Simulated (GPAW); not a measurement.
# 1T-PtSe2 monolayer: work function by functional and basis, part 2 of 3

Aim: the work function of both faces of 1T-PtSe2 monolayer, and its spread over functionals and bases. Where a layer proves gapped, the work function hangs on where the smearing puts the Fermi level, and the band edges take its place.

GPAW 26.7.0; GPAW, PAW setups; layer in a repeated cell with vacuum, relaxation of atoms and in-plane cell (the session's first sound run).

So far, upper work function (eV): step 3 (plane waves, PBE) 5.04.

## (4) Self-consistent run: xc = "revPBE"

Level of this step: GPAW, PAW setups; slab in vacuum (GPAW).

The same geometry under revPBE, to see how far the functional moves the levels against the vacuum.

File run.py:

```python
import json
import numpy as np
from ase import Atoms
from gpaw import GPAW, PW

slab = Atoms(
    ['Se', 'Pt', 'Se'],
    positions=[
        [1.87323, 1.08151, 7.00000],
        [-0.00000, -0.00000, 8.31148],
        [-0.00000, 2.16302, 9.62297]],
    cell=[[3.74646, 0.0, 0.0], [-1.87323, 3.24453, 0.0], [0.0, 0.0, 16.623]],
    pbc=[True, True, False])

slab.calc = GPAW(mode=PW(400), xc='revPBE', kpts={'size': (9, 9, 1), 'gamma': True},
                 occupations={'name': 'fermi-dirac', 'width': 0.05}, nbands='160%',
                 convergence={'density': 1e-05}, maxiter=200,
                 poissonsolver={'dipolelayer': 'xy'},
                 symmetry={'tolerance': 1e-3}, txt='slab.txt')
result = {}
energy = slab.get_potential_energy()
fermi = slab.calc.get_fermi_level()
v = slab.calc.get_electrostatic_potential().mean((0, 1)) - fermi
n = slab.calc.get_pseudo_density().mean((0, 1))
L = slab.cell[2, 2]
z = np.arange(len(v)) * L / len(v)
low, high = slab.positions[:, 2].min(), slab.positions[:, 2].max()
below, above = np.interp([low - 4.8, high + 4.8], z, v)
slopes = [np.interp(x, z, np.gradient(v, z)) for x in (low - 4.8, high + 4.8)]
eps = np.array([[slab.calc.get_eigenvalues(k, s) for k in range(len(slab.calc.get_ibz_k_points()))]
                for s in range(slab.calc.get_number_of_spins())]) - fermi
top, bottom = eps[eps < 0].max(), eps[eps > 0].min()
dipole = slab.get_dipole_moment()[2]
print(f'energy {energy:.4f} eV, Fermi level {fermi:.4f} eV, dipole {dipole:.5f} e A')
print(f'potential 4.8 A off the faces, from the Fermi level: lower {below:.4f} eV, upper {above:.4f} eV')
print(f'slope of the potential there: lower {slopes[0]:.5f}, upper {slopes[1]:.5f} eV/A')
print(f'nearest levels on the mesh: {top:.4f} and {bottom:.4f} eV')
print('magnetic moment', round(slab.get_magnetic_moment(), 3))
result.update(energy=energy, fermi=fermi, dipole=dipole, below=below, above=above, slopes=slopes, edges=[top, bottom],
              z=z.tolist(), v=v.tolist(), n=n.tolist(), positions=slab.positions.tolist(),
              forces=slab.get_forces(apply_constraint=False).tolist(), moments=slab.get_magnetic_moments().tolist())
json.dump(result, open('result.json', 'w'))
```

Command:

```bash
$ OMP_NUM_THREADS=1 OPENBLAS_NUM_THREADS=1 python run.py
```

The program printed:

```text
energy -13.4876 eV, Fermi level -1.0371 eV, dipole -0.00024 e A
potential 4.8 A off the faces, from the Fermi level: lower 4.9231 eV, upper 4.9284 eV
slope of the potential there: lower -0.00019, upper 0.00018 eV/A
nearest levels on the mesh: -0.7088 and 0.6794 eV
magnetic moment 0.0
```

Wall time 20 s (1 thread of Arm Neoverse V2, shared host); peak memory 0.18 GiB.

Numbers from this step:

```
levels nearest the Fermi level on the mesh : -0.7088, 0.6794 eV from the Fermi level
upper work function                        : 4.928 eV
lower work function                        : 4.923 eV
upper ionisation energy                    : 5.637 eV
```

The electrostatic potential energy of an electron (without an applied field's), less the Fermi level, planar mean by z:

z (Å), electrostatic potential energy of an electron (without an applied field's), less the Fermi level, planar mean (eV) and a bar from the least value:
```
      0.0        4.9 ##############################
      0.5        4.9 ##############################
      1.0        4.9 ##############################
      1.5        4.9 ##############################
      2.0        4.9 ##############################
      2.5        4.9 ##############################
      3.0        4.9 ##############################
      3.5        4.9 ##############################
      4.0        4.9 ##############################
      4.5        4.9 ##############################
      5.0        4.8 ##############################
      5.5        4.4 #############################
      6.0        2.7 ###########################
      6.5       -4.2 #################
      7.0      -15.6 
      7.5       -8.3 ###########
      8.0      -11.5 ######
      8.5      -13.2 ###
      9.0       -7.7 ############
      9.5      -14.9 #
     10.0       -7.4 ############
     10.5        1.7 #########################
     11.0        4.2 #############################
     11.5        4.7 ##############################
     12.0        4.9 ##############################
     12.5        4.9 ##############################
     13.0        4.9 ##############################
     13.5        4.9 ##############################
     14.0        4.9 ##############################
     14.5        4.9 ##############################
     15.0        4.9 ##############################
     15.5        4.9 ##############################
     16.0        4.9 ##############################
     16.5        4.9 ##############################
```

The pseudo valence density, planar mean oscillates, so the rows of the table below give means over windows of 1 Å about each position, cut where the curve ends. Its maxima inside the range that stand out by 2 % of the span (Å: e/Å³): 6.6: 0.304, 8.3: 1.40, 10.0: 0.304. Its minima: 7.1: 0.220, 9.6: 0.220.

The pseudo valence density, planar mean by z; means over each step:

```
z (Å)  pseudo valence density, planar mean (e/Å³)
    3                                      3.1e-5
    4                                      4.8e-4
    5                                     0.00852
    6                                       0.125
    7                                       0.308
    8                                       0.954
    9                                       0.614
   10                                       0.241
   11                                      0.0510
   12                                     0.00280
   13                                      1.7e-4
   14                                      1.1e-5
```

Force by atom:

```
atom  x (eV/Å)  y (eV/Å)  z (eV/Å)   size
 Se1     0.000     0.000    -0.146  0.146
 Pt2     0.000     0.000     0.000  0.000
 Se3     0.000     0.000     0.146  0.146
```

The highest filled level lies 0.709 eV under the Fermi level, so the ionisation energy from the upper face is 4.928 + 0.709 = 5.637 eV, against 5.728 eV in the base run.

## (5) OptPBE vdW: xc = "optPBE-vdW"

The same geometry under optPBE-vdW, to see how far the functional moves the levels against the vacuum (the van der Waals functionals take revPBE setups).

run.py: that of step 4 with these lines changed.

```diff
@@ -14,3 +14,3 @@
 
-slab.calc = GPAW(mode=PW(400), xc='revPBE', kpts={'size': (9, 9, 1), 'gamma': True},
+slab.calc = GPAW(mode=PW(400), xc='optPBE-vdW', kpts={'size': (9, 9, 1), 'gamma': True},
                  occupations={'name': 'fermi-dirac', 'width': 0.05}, nbands='160%',
```

The program printed:

```text
energy -54.2042 eV, Fermi level -1.3193 eV, dipole -0.00023 e A
potential 4.8 A off the faces, from the Fermi level: lower 5.2782 eV, upper 5.2835 eV
slope of the potential there: lower -0.00024, upper 0.00024 eV/A
nearest levels on the mesh: -0.6643 and 0.6443 eV
magnetic moment 0.0
```

Run time: 28 s. Hardware: 1 thread; peak memory 0.32 GiB.

This step gave:

| Item | Value |
| --- | --- |
| levels nearest the Fermi level on the mesh | -0.6643, 0.6443 eV from the Fermi level |
| upper work function | 5.283 eV |
| lower work function | 5.278 eV |
| upper ionisation energy | 5.948 eV |

Table of electrostatic potential energy of an electron (without an applied field's), less the Fermi level, planar mean by z:

z (Å), electrostatic potential energy of an electron (without an applied field's), less the Fermi level, planar mean (eV) and a bar from the least value:
```
      0.0        5.3 ##############################
      0.5        5.3 ##############################
      1.0        5.3 ##############################
      1.5        5.3 ##############################
      2.0        5.3 ##############################
      2.5        5.3 ##############################
      3.0        5.3 ##############################
      3.5        5.3 ##############################
      4.0        5.3 ##############################
      4.5        5.2 ##############################
      5.0        5.1 ##############################
      5.5        4.7 #############################
      6.0        2.9 ###########################
      6.5       -4.1 ################
      7.0      -15.5 
      7.5       -8.2 ##########
      8.0      -11.4 ######
      8.5      -13.1 ###
      9.0       -7.6 ###########
      9.5      -14.8 #
     10.0       -7.3 ############
     10.5        1.9 #########################
     11.0        4.5 #############################
     11.5        5.1 ##############################
     12.0        5.2 ##############################
     12.5        5.3 ##############################
     13.0        5.3 ##############################
     13.5        5.3 ##############################
     14.0        5.3 ##############################
     14.5        5.3 ##############################
     15.0        5.3 ##############################
     15.5        5.3 ##############################
     16.0        5.3 ##############################
     16.5        5.3 ##############################
```

The highest filled level lies 0.664 eV under the Fermi level, so the ionisation energy from the upper face is 5.283 + 0.664 = 5.948 eV, against 5.728 eV in the base run.

## (6) Self-consistent run: xc = "vdW-DF2"

The same geometry under vdW-DF2, to see how far the functional moves the levels against the vacuum (the van der Waals functionals take revPBE setups).

run.py: that of step 5 with these lines changed.

```diff
@@ -14,3 +14,3 @@
 
-slab.calc = GPAW(mode=PW(400), xc='optPBE-vdW', kpts={'size': (9, 9, 1), 'gamma': True},
+slab.calc = GPAW(mode=PW(400), xc='vdW-DF2', kpts={'size': (9, 9, 1), 'gamma': True},
                  occupations={'name': 'fermi-dirac', 'width': 0.05}, nbands='160%',
```

The program printed:

```text
energy -304.3717 eV, Fermi level -1.3941 eV, dipole -0.00024 e A
potential 4.8 A off the faces, from the Fermi level: lower 5.4365 eV, upper 5.4419 eV
slope of the potential there: lower -0.00072, upper 0.00072 eV/A
nearest levels on the mesh: -0.6489 and 0.6334 eV
magnetic moment 0.0
```

Run time: 26 s. Hardware: 1 thread; peak memory 0.32 GiB.

This step gave:

```yaml
levels_nearest_the_fermi_level_on_the_mesh: -0.6489, 0.6334 eV from the Fermi level
upper_work_function: 5.442 eV
lower_work_function: 5.437 eV
upper_ionisation_energy: 6.091 eV
```

The highest filled level lies 0.649 eV under the Fermi level, so the ionisation energy from the upper face is 5.442 + 0.649 = 6.091 eV, against 5.728 eV in the base run.

## (7) Self-consistent run: xc = "RPBE"

The same geometry under RPBE, to see how far the functional moves the levels against the vacuum.

run.py: that of step 6 with these lines changed.

```diff
@@ -14,3 +14,3 @@
 
-slab.calc = GPAW(mode=PW(400), xc='vdW-DF2', kpts={'size': (9, 9, 1), 'gamma': True},
+slab.calc = GPAW(mode=PW(400), xc='RPBE', kpts={'size': (9, 9, 1), 'gamma': True},
                  occupations={'name': 'fermi-dirac', 'width': 0.05}, nbands='160%',
```

The program printed:

```text
energy -13.3072 eV, Fermi level -1.0319 eV, dipole -0.00024 e A
potential 4.8 A off the faces, from the Fermi level: lower 4.9281 eV, upper 4.9334 eV
slope of the potential there: lower -0.00019, upper 0.00019 eV/A
nearest levels on the mesh: -0.7100 and 0.6813 eV
magnetic moment 0.0
```

The job ended after 21 s (1 thread; peak memory 0.18 GiB).

This step gave:

```
levels nearest the Fermi level on the mesh : -0.7100, 0.6813 eV from the Fermi level
upper work function                        : 4.933 eV
lower work function                        : 4.928 eV
upper ionisation energy                    : 5.643 eV
```

The highest filled level lies 0.710 eV under the Fermi level, so the ionisation energy from the upper face is 4.933 + 0.710 = 5.643 eV, against 5.728 eV in the base run.

## (8) Self-consistent run: xc = "LDA"

The same geometry under LDA, to see how far the functional moves the levels against the vacuum.

run.py: that of step 7 with these lines changed.

```diff
@@ -14,3 +14,3 @@
 
-slab.calc = GPAW(mode=PW(400), xc='RPBE', kpts={'size': (9, 9, 1), 'gamma': True},
+slab.calc = GPAW(mode=PW(400), xc='LDA', kpts={'size': (9, 9, 1), 'gamma': True},
                  occupations={'name': 'fermi-dirac', 'width': 0.05}, nbands='160%',
```

The program printed:

```text
energy -17.0592 eV, Fermi level -1.4245 eV, dipole -0.00023 e A
potential 4.8 A off the faces, from the Fermi level: lower 5.3004 eV, upper 5.3057 eV
slope of the potential there: lower -0.00014, upper 0.00014 eV/A
nearest levels on the mesh: -0.6611 and 0.6295 eV
magnetic moment 0.0
```

Run time: 18 s. Hardware: 1 thread; peak memory 0.17 GiB.

This step gave:

```yaml
dipole_along_the_normal: -2.34e-4 e·Å
levels_nearest_the_fermi_level_on_the_mesh: -0.6611, 0.6295 eV from the Fermi level
upper_work_function: 5.306 eV
lower_work_function: 5.300 eV
upper_ionisation_energy: 5.967 eV
```

The electrostatic potential energy of an electron (without an applied field's), less the Fermi level, planar mean by z:

```
z (Å)  electrostatic potential energy of an electron (without an applied field's), less the Fermi level, planar mean (eV)
    0                                                                                                                5.30
    1                                                                                                                5.30
    2                                                                                                                5.30
    3                                                                                                                5.30
    4                                                                                                                5.29
    5                                                                                                                5.18
    6                                                                                                                3.03
    7                                                                                                               -15.2
    8                                                                                                               -11.1
    9                                                                                                               -7.26
   10                                                                                                               -7.00
   11                                                                                                                4.55
   12                                                                                                                5.26
   13                                                                                                                5.30
   14                                                                                                                5.31
   15                                                                                                                5.31
   16                                                                                                                5.31
```

The highest filled level lies 0.661 eV under the Fermi level, so the ionisation energy from the upper face is 5.306 + 0.661 = 5.967 eV, against 5.728 eV in the base run.

## (9) Real-space grid: mode = "fd"

A real-space grid is a second complete basis, so it checks the plane-wave result.

run.py: that of step 8 with these lines changed.

```diff
@@ -3,3 +3,3 @@
 from ase import Atoms
-from gpaw import GPAW, PW
+from gpaw import GPAW
 
@@ -14,3 +14,3 @@
 
-slab.calc = GPAW(mode=PW(400), xc='LDA', kpts={'size': (9, 9, 1), 'gamma': True},
+slab.calc = GPAW(mode='fd', h=0.18, xc='PBE', kpts={'size': (9, 9, 1), 'gamma': True},
                  occupations={'name': 'fermi-dirac', 'width': 0.05}, nbands='160%',
```

The program printed:

```text
energy -14.5559 eV, Fermi level -5.0339 eV, dipole -0.00036 e A
potential 4.8 A off the faces, from the Fermi level: lower 5.0312 eV, upper 5.0365 eV
slope of the potential there: lower -0.00017, upper 0.00017 eV/A
nearest levels on the mesh: -0.6903 and 0.6624 eV
magnetic moment 0.0
```

Run time: 71 s. Hardware: 1 thread; peak memory 0.46 GiB.

Numbers from this step:

```yaml
dipole_along_the_normal: -3.61e-4 e·Å
levels_nearest_the_fermi_level_on_the_mesh: -0.6903, 0.6624 eV from the Fermi level
upper_work_function: 5.036 eV
lower_work_function: 5.031 eV
upper_ionisation_energy: 5.727 eV
```

The highest filled level lies 0.690 eV under the Fermi level, so the ionisation energy from the upper face is 5.036 + 0.690 = 5.727 eV, against 5.728 eV in the base run.

[end of part 2 of 3]

[Logs are printed without paths, hosts, clocks, repeated set-up lines and the standing remarks that a program may print on its own settings, such as how far it seeks lower states.]

[Hosts, paths, dates, database ids (printed as entryN), source tags and the programs' standing remarks are cut or masked in the printed files.]
